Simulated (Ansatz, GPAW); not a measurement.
# Se/Ru(0001): simulated STM images, part 2 of 2

What would a tunnelling microscope show on Se/Ru(0001)?

GPAW 26.7.0 and Ansatz 0.2.0; Ansatz plane waves; slab in vacuum with a dipole correction, relaxation (the session's first sound run).

So far, upper work function (eV): step 2 (relaxing the atoms, PBE) 3.75; step 3 (plane waves, PBE) 3.76.

## Step 4: A second plane-wave code

A second program with its own datasets checks the number independently.

This step: Ansatz plane waves; slab in vacuum with a dipole correction (Ansatz 0.2.0).

Contents of input.yaml:

```yaml
crystal:
  lattice:
    - [2.7, 0.0, 0.0]
    - [1.35, 2.3382685902, 0.0]
    - [0.0, 0.0, 26.7327092233]
  atoms:
    - { symbol: Ru, position: [0.6666666667, 0.6666666667, 0.3366662138] }
    - { symbol: Ru, position: [0.0, 0.0, 0.4166581063] }
    - { symbol: Ru, position: [0.6666666667, 0.6666666667, 0.4970218725] }
    - { symbol: Ru, position: [0.0, 0.0, 0.5778218586] }
    - { symbol: Se, position: [0.3333333333, 0.3333333333, 0.655548267] }
kpoints:
  mp_grid: { grid: [13, 13, 1] }
hamiltonian:
  xc: pbe
scf:
  occupations: { method: fermi_dirac, width: 0.1 }
efield:
  axis: 3
  dipole_correction: true
  ramp_width: 0.05
output:
  forces: true
  band_densities: [{ e_range: [-0.5, 0] }, { e_range: [0, 0.5] }]
  write_potential: true
  write_density: true
  volumetric_format: npy
```

Command:

```console
ansatz run input.yaml --threads 4 --pin off --max-ram 8192MiB --backend cpu --events-out ev --progress --plain --runs-dir out
```

Wall time 4.6 s (4 threads of Intel Xeon Platinum 8488C (Sapphire Rapids), shared host); peak memory 0.61 GiB; 17 s of CPU time.

This step gave:

- upper work function: 3.746 eV
- lower work function: 5.031 eV
- dipole along the normal: 0.04482 e·Å
- dipole field: 0.04806 V/Å
- vacuum level below: 11.60 eV
- corrugation e range -0.5 0 4: 0.05967 Å
- decay e range -0.5 0: 1.284 Å⁻¹
- apparent barrier e range -0.5 0: 6.282 eV, hbar² kappa² / 2m (holds the in-plane momentum too)
- corrugation e range 0 0.5 4: 0.05133 Å
- decay e range 0 0.5: 1.104 Å⁻¹
- apparent barrier e range 0 0.5: 4.648 eV, hbar² kappa² / 2m (holds the in-plane momentum too)

The electrostatic potential energy of an electron (with the applied field's), less the Fermi level, planar mean oscillates, so the rows of the table below give means over windows of 2.08 Å about each position, cut where the curve ends. Its maxima inside the range that stand out by 2 % of the span (Å: eV): 10.1: -1.86, 12.2: -1.96, 14.4: -1.77, 16.5: -3.17. Its minima: 9.1: -28.3, 11.1: -28.9, 13.2: -28.5, 15.4: -28.8, 17.5: -10.4.

Electrostatic potential energy of an electron (with the applied field's), less the Fermi level, planar mean against z; means over each step:

```
z (Å)  electrostatic potential energy of an electron (with the applied field's), less the Fermi level, planar mean (eV)
 1.04                                                                                                              4.96
 3.12                                                                                                              5.03
 5.20                                                                                                              5.02
 7.28                                                                                                              2.75
 9.36                                                                                                             -14.7
11.44                                                                                                             -15.1
13.52                                                                                                             -15.1
15.60                                                                                                             -15.5
17.68                                                                                                             -7.03
19.76                                                                                                              3.41
21.84                                                                                                              3.75
23.92                                                                                                              3.75
26.00                                                                                                              3.86
```

The valence density, planar mean oscillates, so the rows of the table below give means over windows of 2.08 Å about each position, cut where the curve ends. Its maxima inside the range that stand out by 2 % of the span (Å: e/Å³): 9.1: 2.19, 11.1: 2.22, 13.2: 2.19, 15.4: 2.22, 17.5: 3.08. Its minima: 10.1: 0.376, 12.2: 0.369, 14.4: 0.363, 16.5: 0.375.

Table of valence density, planar mean by z; means over each step:

```
z (Å)  valence density, planar mean (e/Å³)
 3.12                                    0
 5.20                               4.0e-4
 7.28                               0.0943
 9.36                                 1.20
11.44                                 1.20
13.52                                 1.20
15.60                                 1.21
17.68                                 1.17
19.76                               0.0176
21.84                               3.1e-5
```

E_range_-0.5_0. Planar mean of the window's density against height over the top atom:

height over the top atom (Å), log10 planar mean of the window's density (e/Å³) and a bar from the least value:
```
     1.50       -2.6 ##############################
     1.90       -3.0 ############################
     2.10       -3.2 ###########################
     2.50       -3.7 #########################
     2.70       -3.9 ########################
     3.10       -4.4 ######################
     3.30       -4.6 #####################
     3.70       -5.0 ###################
     3.90       -5.3 ##################
     4.30       -5.7 ################
     4.50       -5.9 ###############
     4.90       -6.4 ##############
     5.10       -6.6 #############
     5.50       -7.0 ###########
     5.70       -7.2 ##########
     6.10       -7.7 ########
     6.30       -7.9 #######
     6.70       -8.3 #####
     6.90       -8.5 ####
     7.30       -8.9 ###
     7.50       -9.1 ##
     7.90       -9.5
```

Density over a1 and a2. Constant height 4 Å over the top atom, window e_range_-0.5_0.

Values in units of 1e-6 e/Å³, 12 rows by 16 columns, each cell a mean:
```
4.6 4.6 4.6 4.5 4.4 4.3 4.2 4.2 4.1 4.1 4.2 4.2 4.3 4.4 4.5 4.6
4.6 4.6 4.6 4.5 4.4 4.3 4.2 4.2 4.1 4.1 4.1 4.1 4.2 4.3 4.4 4.5
4.5 4.5 4.5 4.5 4.4 4.3 4.2 4.2 4.1 4.0 4.0 4.0 4.1 4.2 4.3 4.4
4.3 4.4 4.4 4.4 4.4 4.3 4.2 4.2 4.1 4.0 4.0 4.0 4.0 4.1 4.2 4.3
4.3 4.3 4.4 4.4 4.4 4.3 4.3 4.2 4.1 4.1 4.0 4.0 4.0 4.1 4.1 4.2
4.2 4.3 4.3 4.3 4.3 4.3 4.3 4.2 4.2 4.1 4.1 4.1 4.1 4.1 4.1 4.2
4.2 4.3 4.3 4.3 4.3 4.3 4.3 4.3 4.2 4.2 4.2 4.2 4.2 4.2 4.2 4.2
4.3 4.3 4.3 4.3 4.3 4.3 4.3 4.3 4.3 4.3 4.3 4.3 4.3 4.3 4.3 4.3
4.4 4.4 4.4 4.3 4.3 4.3 4.3 4.3 4.3 4.3 4.4 4.4 4.4 4.4 4.4 4.4
4.5 4.5 4.4 4.4 4.3 4.3 4.3 4.3 4.3 4.3 4.4 4.4 4.5 4.5 4.5 4.5
4.6 4.6 4.5 4.4 4.4 4.3 4.3 4.3 4.3 4.3 4.4 4.4 4.5 4.5 4.6 4.6
4.6 4.6 4.6 4.5 4.4 4.3 4.3 4.2 4.2 4.2 4.3 4.4 4.5 4.5 4.6 4.6
```
Columns: a1 from 0 to 0.95; rows upwards: a2 from 0 to 0.95.

Tip height over the top atom over a1 and a2. Constant current at the density 4.310e-06 e/Å^3, window e_range_-0.5_0.

Ten even steps from '0' (3.969 Å) to '9' (4.029 Å):
```
99988754332233457889
99988764322222346788
88888764321111234678
78887764321101123467
67777654321000012345
56777654321000001234
45666654321100001123
44556554432100000123
34555555432211001122
34455555443221111122
34445555444332222223
44444555444443333333
44555555555544444444
55555555555555556665
66655555555556667777
77766555455566777888
88776555445556778888
98877655444556778899
99887654444445678899
99987654433344567899
```
Columns: a1 from 0 to 0.95; rows upwards: a2 from 0 to 0.95.

E_range_0_0.5. The planar mean of the window's density by height over the top atom:

height over the top atom (Å), log10 planar mean of the window's density (e/Å³) and a bar from the least value:
```
     1.50       -2.6 ##############################
     1.70       -2.8 #############################
     1.90       -3.0 ############################
     2.10       -3.3 ###########################
     2.30       -3.5 ##########################
     2.70       -3.9 ########################
     2.90       -4.1 #######################
     3.10       -4.3 ######################
     3.30       -4.5 #####################
     3.50       -4.6 ####################
     3.70       -4.8 ###################
     3.90       -5.0 ##################
     4.10       -5.2 #################
     4.30       -5.4 #################
     4.50       -5.6 ################
     4.90       -6.0 ##############
     5.10       -6.2 #############
     5.30       -6.4 ############
     5.50       -6.5 ###########
     5.70       -6.7 ##########
     5.90       -6.9 #########
     6.10       -7.1 ########
     6.30       -7.3 ########
     6.50       -7.5 #######
     6.70       -7.7 ######
     7.10       -8.0 ####
     7.30       -8.2 ###
     7.50       -8.4 ##
     7.70       -8.6 #
     7.90       -8.9
```

Density over a1 and a2. Constant height 4 Å over the top atom, window e_range_0_0.5.

Values in units of 1e-6 e/Å³, 12 rows by 16 columns, each cell a mean:
```
7.7 7.7 7.7 7.6 7.5 7.4 7.3 7.2 7.2 7.2 7.2 7.3 7.4 7.5 7.6 7.7
7.7 7.7 7.7 7.6 7.5 7.4 7.3 7.2 7.1 7.1 7.1 7.2 7.3 7.4 7.5 7.6
7.6 7.6 7.6 7.6 7.5 7.4 7.3 7.2 7.1 7.0 7.0 7.0 7.1 7.2 7.3 7.5
7.5 7.5 7.6 7.6 7.5 7.4 7.3 7.2 7.1 7.0 6.9 6.9 7.0 7.1 7.2 7.3
7.4 7.5 7.5 7.6 7.5 7.5 7.4 7.3 7.1 7.1 7.0 7.0 7.0 7.0 7.1 7.2
7.3 7.4 7.5 7.6 7.6 7.5 7.5 7.4 7.3 7.2 7.1 7.0 7.0 7.1 7.1 7.2
7.3 7.4 7.5 7.5 7.6 7.6 7.5 7.5 7.4 7.3 7.3 7.2 7.2 7.2 7.2 7.3
7.4 7.5 7.5 7.5 7.6 7.6 7.6 7.6 7.5 7.5 7.4 7.4 7.3 7.3 7.3 7.4
7.5 7.5 7.5 7.6 7.6 7.6 7.6 7.6 7.6 7.5 7.5 7.5 7.5 7.5 7.5 7.5
7.6 7.6 7.6 7.6 7.6 7.5 7.5 7.5 7.5 7.6 7.6 7.6 7.6 7.6 7.6 7.6
7.7 7.7 7.6 7.6 7.5 7.5 7.5 7.5 7.5 7.5 7.5 7.6 7.6 7.7 7.7 7.7
7.7 7.7 7.7 7.6 7.5 7.5 7.4 7.4 7.3 7.4 7.4 7.5 7.6 7.6 7.7 7.7
```
Columns: a1 from 0 to 0.95; rows upwards: a2 from 0 to 0.95.

Tip height over the top atom over a1 and a2. Constant current at the density 7.422e-06 e/Å^3, window e_range_0_0.5.

Ten even steps from '_' (3.968 Å) to '@' (4.019 Å):
```
@@@@@@@@%%##**++====----====++**##%%@@@@
@@@@@@@@%%##**++==----::----==++**##%%@@
@@@@@@@@%%##**++==--::....::--==++**##%%
%%%%@@%%%%##**++--::....__....::--++**##
##%%%%%%%%##**++==::..________..::==++**
**##%%%%%%##**++==--..__________..--==++
**####%%%%####**==--::..________..::--==
++**####%%####**++==--..__________..--==
++**############**++--::....____....::--
==++**####%%####**++==----::......::----
++++**####%%%%####**++++==----::::----==
++****####%%%%%%####****++======--======
****######%%%%%%%%######****++++++++++++
**########%%%%%%%%%%########************
##########%%%%%%%%%%%%##################
%%%%%%%%%%##############%%%%%%%%%%%%%%%%
@@%%%%%%%%################%%%%%%%%@@@@@@
@@@@@@%%%%######******######%%%%@@@@@@@@
@@@@@@%%%%####****++++****####%%%%@@@@@@
@@@@@@@@%%##****++++==++++****##%%@@@@@@
```
Columns: a1 from 0 to 0.95; rows upwards: a2 from 0 to 0.95.

Force by atom:

```
atom  x (eV/Å)  y (eV/Å)  z (eV/Å)   size
 Ru1     0.000     0.000     0.604  0.604
 Ru2     0.000     0.000    -0.614  0.614
 Ru3     0.000     0.000     0.002  0.002
 Ru4     0.000     0.000     0.006  0.006
 Se5     0.000     0.000     0.001  0.001
```

The upper face's work function is 3.746 eV, against 3.760 eV in the first plane-wave PBE run at this geometry.

## Step 5: Side by side

Results and costs are gathered.

This step: comparison of work functions, dipole and cost (GPAW 26.7.0).

Ladder, by row:

```
  step    code  work function, upper (eV)  work function, lower (eV)  dipole (e Å)  wall time (s)  peak memory (GiB)  threads
    pw    GPAW                       3.76                      5.013       0.04404          275.4               0.58        1
ansatz  Ansatz                      3.746                      5.031       0.04482            4.6              0.615        4
```

## Step 6: Summary of results

```json
{
 "work function, upper and lower face": "3.760 and 5.013 eV",
 "dipole along the normal": "0.0440 e Å",
 "corrugation at -0.5 V": "0.0707 Å",
 "corrugation at 0.5 V": "0.0613 Å as printed, 0.048 Å or less without short-wave noise"
}
```

**Reading.** At 0.5 V GPAW's map carries short-wave noise, which can't be real at this height: without waves under 1.5 Å it spans 0.048 Å against 0.061 Å printed. The reading below uses the filtered value, which may still be too high. The corrugation at constant current is largest at -0.5 V, where the tip height varies by 0.071 Å over the cell. Negative sample bias images filled states, positive bias empty ones. The two faces differ by 1.3 eV, the step that the slab's dipole makes (e p/(ε0 A) gives 1.3 eV), so the dipole layer is needed. The two plane-wave codes differ by 0.013 eV on the upper face. The images are of Tersoff-Hamann type: an s-wave tip, no tip-sample forces, heights closer than in a microscope. Ansatz gives corrugations of 0.060 Å at -0.5 V (GPAW 0.071) and 0.051 Å at 0.5 V (GPAW 0.048). GPAW's time includes a further run over the whole zone for the images, so the two times are not like for like. The cell of 6.31 Å² holds one Se, started on one chosen site; other sites and coverages weren't tried. The in-plane lattice was kept as typed, which isn't the functional's own and leaves some strain; spin-orbit coupling and temperature are left out.

[Logs are printed without paths, hosts, clocks, repeated set-up lines and the standing remarks that a program may print on its own settings, such as how far it seeks lower states.]

[Hosts, paths, dates, database ids (printed as entryN), source tags and the programs' standing remarks are cut or masked in the printed files.]
